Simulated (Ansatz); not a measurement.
# Ta2NF2 monolayer: phonons and vibrational spectra, part 2 of 2

Task: relax Ta2NF2 monolayer, then find its harmonic phonons.

Ansatz 0.2.0; DFT PBE, scalar-relativistic, plane waves, PAW; PAW set soft_1.

So far. Step 4 (Tight relaxation): The largest force component left is 0.35 meV/Å, within the tolerances set. Step 5 (Modes at Γ): Before it was imposed, the acoustic sum rule was missed by 9.9e-5 eV/Å². Small misses are needed for a sound result but don't prove that mesh and cutoff are converged. The lowest optical mode is real, 105 cm⁻¹.

## 6. Response at finite wavevector

Stability and thermal properties need the whole zone. Linear response on a 6×6×1 q mesh gives force constants as far as a supercell of that size would.

Contents of input.yaml:

```yaml
crystal:
  lattice:
    - [3.3022391433, 0.0, 0.0]
    - [-1.6511195716, 2.8598229874, 0.0]
    - [0.0, 0.0, 33.2]
  atoms:
    - { symbol: "N", position: [0.0, 0.0, 0.3012048193] }
    - { symbol: Ta, position: [0.3333333333, 0.6666666667, 0.3310625351] }
    - { symbol: Ta, position: [0.6666666667, 0.3333333333, 0.2713471035] }
    - { symbol: F, position: [0.6666666667, 0.3333333333, 0.3711747579] }
    - { symbol: F, position: [0.3333333333, 0.6666666667, 0.2312348807] }
  periodic: [true, true, false]
kpoints:
  mp_grid: { grid: [12, 12, 1] }
hamiltonian:
  xc: pbe
  pseudopotentials: { kind: paw, azcp: { folder: soft_1 } }
scf:
  occupations: { method: methfessel_paxton, width: 0.2 }
output:
  eigenvalues: true
phonons:
  method: dfpt
  qmesh: [6, 6, 1]
  temperatures: { t_max: 1000, t_step: 50 }
  qpath:
    path:
      - [0.0, 0.0, 0.0]
      - [0.5, 0.0, 0.0]
      - [0.33333333, 0.33333333, 0.0]
      - [0.0, 0.0, 0.0]
    npoints: 10
```

On the command line:

```
> ansatz run input.yaml --threads 8 --pin off --max-ram 16384MiB --backend cpu --events-out ev --progress --plain --runs-dir out
```

Wall time 18 min (8 threads of Arm Neoverse V2, shared host); peak memory 3.1 GiB.

Numbers from this step:

| Property | Result |
| --- | --- |
| sum-rule residual before enforcement | 6.15e-5 eV/Å² |
| lowest frequency on the path | -122.5 cm⁻¹ |
| highest frequency on the path or at a solved wavevector | 608.5 cm⁻¹ |
| lowest mode on the q mesh (acoustic modes at Γ apart) | -122.5 cm⁻¹ |

Frequencies (cm⁻¹) solved at each irreducible wavevector; negative means imaginary. Frequencies by wavevector, by row:

```
q in reciprocal lattice units  star  mode 1  mode 2  mode 3  mode 4  mode 13  mode 14  mode 15
                        0 0 0     1       0       0       0   105.1    425.9    608.5    608.5
                   0 0.1667 0     6   -66.3   -21.2    30.7    93.3    400.1    594.9    603.5
                   0 0.3333 0     6   -72.9   -35.9    94.7   101.9      397    600.5    607.5
                     0 -0.5 0     3  -122.5   -45.1    99.2   123.4      402    585.6    600.1
              0.1667 0.1667 0     6   -75.9   -38.8    76.7    89.6    388.5    603.9    604.7
              0.1667 0.3333 0    12  -101.3   -82.6    63.1     120    396.2    593.4    604.8
              0.3333 0.3333 0     2   -95.2   -72.6   -72.6     141    396.1    606.6    606.6
```

Interpolated from a 6×6×1 q mesh. Phonon branches along the path, in cm⁻¹:

```
  point  branch 1  branch 2  branch 3  branch 4  branch 12  branch 13  branch 14  branch 15
      Γ         0         0         0       105        359        426        608        608
halfway       -57       -34        69        99        330        393        599        606
      M      -122       -45        99       123        319        402        586        600
halfway      -107       -88        53       128        316        398        589        605
      K       -95       -73       -73       141        310        396        607        607
halfway       -76       -39        77        90        327        388        604        605
      Γ         0         0         0       105        359        426        608        608
```

Tetrahedra on a 24×24×1 mesh, mean over bins of 10 cm-1. Interpolated from a 6×6×1 q mesh. The phonon density of states by wavenumber; read off at these points:

```
wavenumber (cm⁻¹)  phonon density of states (1/cm⁻¹/cell)
             -125                                 0.00138
              -95                                  0.0191
              -75                                  0.0249
              -65                                  0.0294
              -45                                  0.0193
              -25                                  0.0114
                5                                 0.00562
               25                                 0.00424
               55                                 0.00756
               75                                  0.0176
               95                                  0.0529
              105                                  0.0359
              125                                  0.0320
              155                                  4.9e-4
              175                                   0.116
              185                                   0.159
              205                                  0.0317
              225                                 0.00337
              255                                       0
              275                                       0
              305                                  0.0502
              315                                  0.0573
              325                                  0.0477
              355                                 0.00232
              375                                       0
              395                                  0.0744
              405                                  0.0155
              425                                 0.00147
              455                                       0
              475                                       0
              505                                       0
              525                                       0
              555                                       0
              575                                       0
              605                                   0.130
```

The partial phonon density of states has structure finer than the step of the table below, so its rows give means over 25 cm⁻¹, whole bins alone (the curve runs from -131 to 637 cm⁻¹). Peaks (cm⁻¹: height): F 182.9: 0.114, 318.1: 0.0495; N 395.3: 0.0452, 603.0: 0.100; Ta -68.2: 0.0244, 96.0: 0.0405, 187.7: 0.0365, 318.1: 0.00686, 395.3: 0.00724, 603.0: 0.00538.

Phonopy on the run's constants, 19x19x1 mesh, Gaussian sigma 5.5 cm-1. Interpolated from a 6×6×1 q mesh. Table of partial phonon density of states by wavenumber; means over each step; values in 1/cm⁻¹/cell:

```
wavenumber (cm⁻¹)        F        N       Ta
             -100  0.00176  0.00338   0.0151
              -75  0.00231  0.00245   0.0210
              -50  0.00144  0.00144   0.0159
              -25  0.00113   7.2e-4  0.00876
                0   5.5e-4   2.7e-4  0.00391
               25   6.5e-4   2.5e-4  0.00499
               50   8.1e-4   2.2e-4  0.00566
               75  0.00249   3.9e-4   0.0159
              100  0.00621   2.3e-4   0.0338
              125  0.00416   1.3e-4   0.0255
              150  0.00912   7.3e-5   0.0153
              175   0.0873   1.2e-4   0.0257
              200   0.0481   2.5e-4   0.0241
              225   9.9e-4   1.9e-5  0.00363
              250   4.9e-6        0   2.1e-5
              275   2.5e-4   9.6e-6   4.5e-5
              300   0.0263   4.2e-4  0.00327
              325   0.0380   2.3e-4  0.00525
              350  0.00513   1.5e-4   8.0e-4
              375   3.2e-4  0.00402   6.2e-4
              400  0.00226   0.0268  0.00410
              425   1.9e-4  0.00174   7.0e-5
              450   5.2e-7   6.9e-6        0
              475        0        0        0
              500        0        0        0
              525        0        0        0
              550        0        0        0
              575   1.2e-5  0.00490   2.1e-4
              600   1.7e-4   0.0660  0.00343
```

Symmetry leaves 7 wavevectors to solve. The lowest mode among them, the acoustic zeros apart, lies at q = (0, -0.5, 0) and is imaginary, 122.5i cm⁻¹, so the energy falls along it.

## 7. Another isotope

An isotope changes the mass and not the force constants, so no new electronic calculation is needed; the shifts show which modes move this element.

The same force constants with the mass of N changed from 14.007 to 15.000 u (phonopy, no LO-TO term). Both lists are sorted by frequency; levels can cross, so a row need not hold one and the same mode. Modes under 3 cm⁻¹ are left out. Isotope shifts, by row, the first 40 of 57 rows:

```
         q  rank  natural mass (cm⁻¹)  changed mass (cm⁻¹)
     0 0 0     4                105.1                105.1
     0 0 0     5                105.1                105.1
     0 0 0     6                179.7                179.7
     0 0 0     7                179.7                179.7
     0 0 0     8                195.4                195.4
     0 0 0     9                195.4                195.4
     0 0 0    10                228.1                228.1
     0 0 0    11                343.4                342.2
     0 0 0    12                359.2                359.2
     0 0 0    13                425.9                413.5
     0 0 0    14                608.5                588.8
     0 0 0    15                608.5                588.8
0 0.1667 0     1               -66.28               -66.18
0 0.1667 0     2               -21.18               -21.13
0 0.1667 0     3                30.72                30.68
0 0.1667 0     4                93.31                93.26
0 0.1667 0     5                96.15                96.15
0 0.1667 0     6                179.5                179.5
0 0.1667 0     7                183.4                183.4
0 0.1667 0     8                192.1                192.1
0 0.1667 0     9                192.4                192.4
0 0.1667 0    10                211.2                211.1
0 0.1667 0    11                330.8                330.8
0 0.1667 0    12                334.3                333.8
0 0.1667 0    13                400.1                388.1
0 0.1667 0    14                594.9                575.8
0 0.1667 0    15                603.5                584.1
0 0.3333 0     1               -72.93               -72.48
0 0.3333 0     2               -35.89               -35.83
0 0.3333 0     3                94.73                94.71
0 0.3333 0     4                101.9                101.9
0 0.3333 0     5                117.2                117.2
0 0.3333 0     6                165.6                165.6
0 0.3333 0     7                179.8                179.8
0 0.3333 0     8                190.3                190.3
0 0.3333 0     9                191.3                191.3
0 0.3333 0    10                200.5                200.5
0 0.3333 0    11                307.9                307.7
0 0.3333 0    12                325.3                325.3
0 0.3333 0    13                  397                386.2
```

A mode of this element alone would shift by -3.37 %. The highest zone-centre frequency without the field goes from 608.5 to 588.8 cm⁻¹ (-3.2 %). The product of the frequency ratios over all optical modes at Γ is 0.906; the product rule, (m/m′)^(3k/2) (M′/M)^(3/2) with k = 1 such atoms and M the mass of the cell, gives 0.906.

## 8. Summary of results

```json
{
 "space group after relaxation (within 0.01 Å)": "P-3m1",
 "area per atom": "1.89 Å²",
 "electronic character": "no gap on this mesh",
 "highest optical mode at the zone centre (no LO-TO term)": "609 cm⁻¹",
 "lowest optical zone-centre mode": "105 cm⁻¹",
 "lowest mode on the q mesh (acoustic modes at Γ apart)": "-122 cm⁻¹",
 "highest frequency on the path or at a solved wavevector": "609 cm⁻¹",
 "imaginary modes on the 6×6×1 q mesh": "yes"
}
```

Modes are clearly imaginary (beyond 10i cm⁻¹) at 6 of the 7 irreducible wavevectors, most at q = (0, -0.5, 0) (122.5i cm⁻¹), so this structure is not a minimum of the energy. The optical modes at Γ span 105 to 609 cm⁻¹. The highest mode in this list at Γ, 608.5 cm⁻¹, is mostly motion of N (96 % of the kinetic energy). With no gap, or one that is small against the smearing, the frequencies hang on the k mesh and the smearing, most of all near Kohn anomalies. The phonon runs are without spin polarisation, although the cell has an odd electron count. In a sheet or slab the interpolated bending branch near Γ is rough, since the rotational sum rule isn't imposed. Spin-orbit coupling is left out, which can matter for the heavy elements here. A phonon run warned that its eigensolver left some bands unconverged in a pass. The starting cell was built on a prototype and not taken from a measurement. These are harmonic frequencies at zero temperature: anharmonic shifts, linewidths and thermal expansion are left out.

[Logs are printed without paths, hosts, clocks, repeated set-up lines and the standing remarks that a program may print on its own settings, such as how far it seeks lower states.]

[Hosts, paths, dates, database ids (printed as entryN), source tags and the programs' standing remarks are cut or masked in the printed files.]
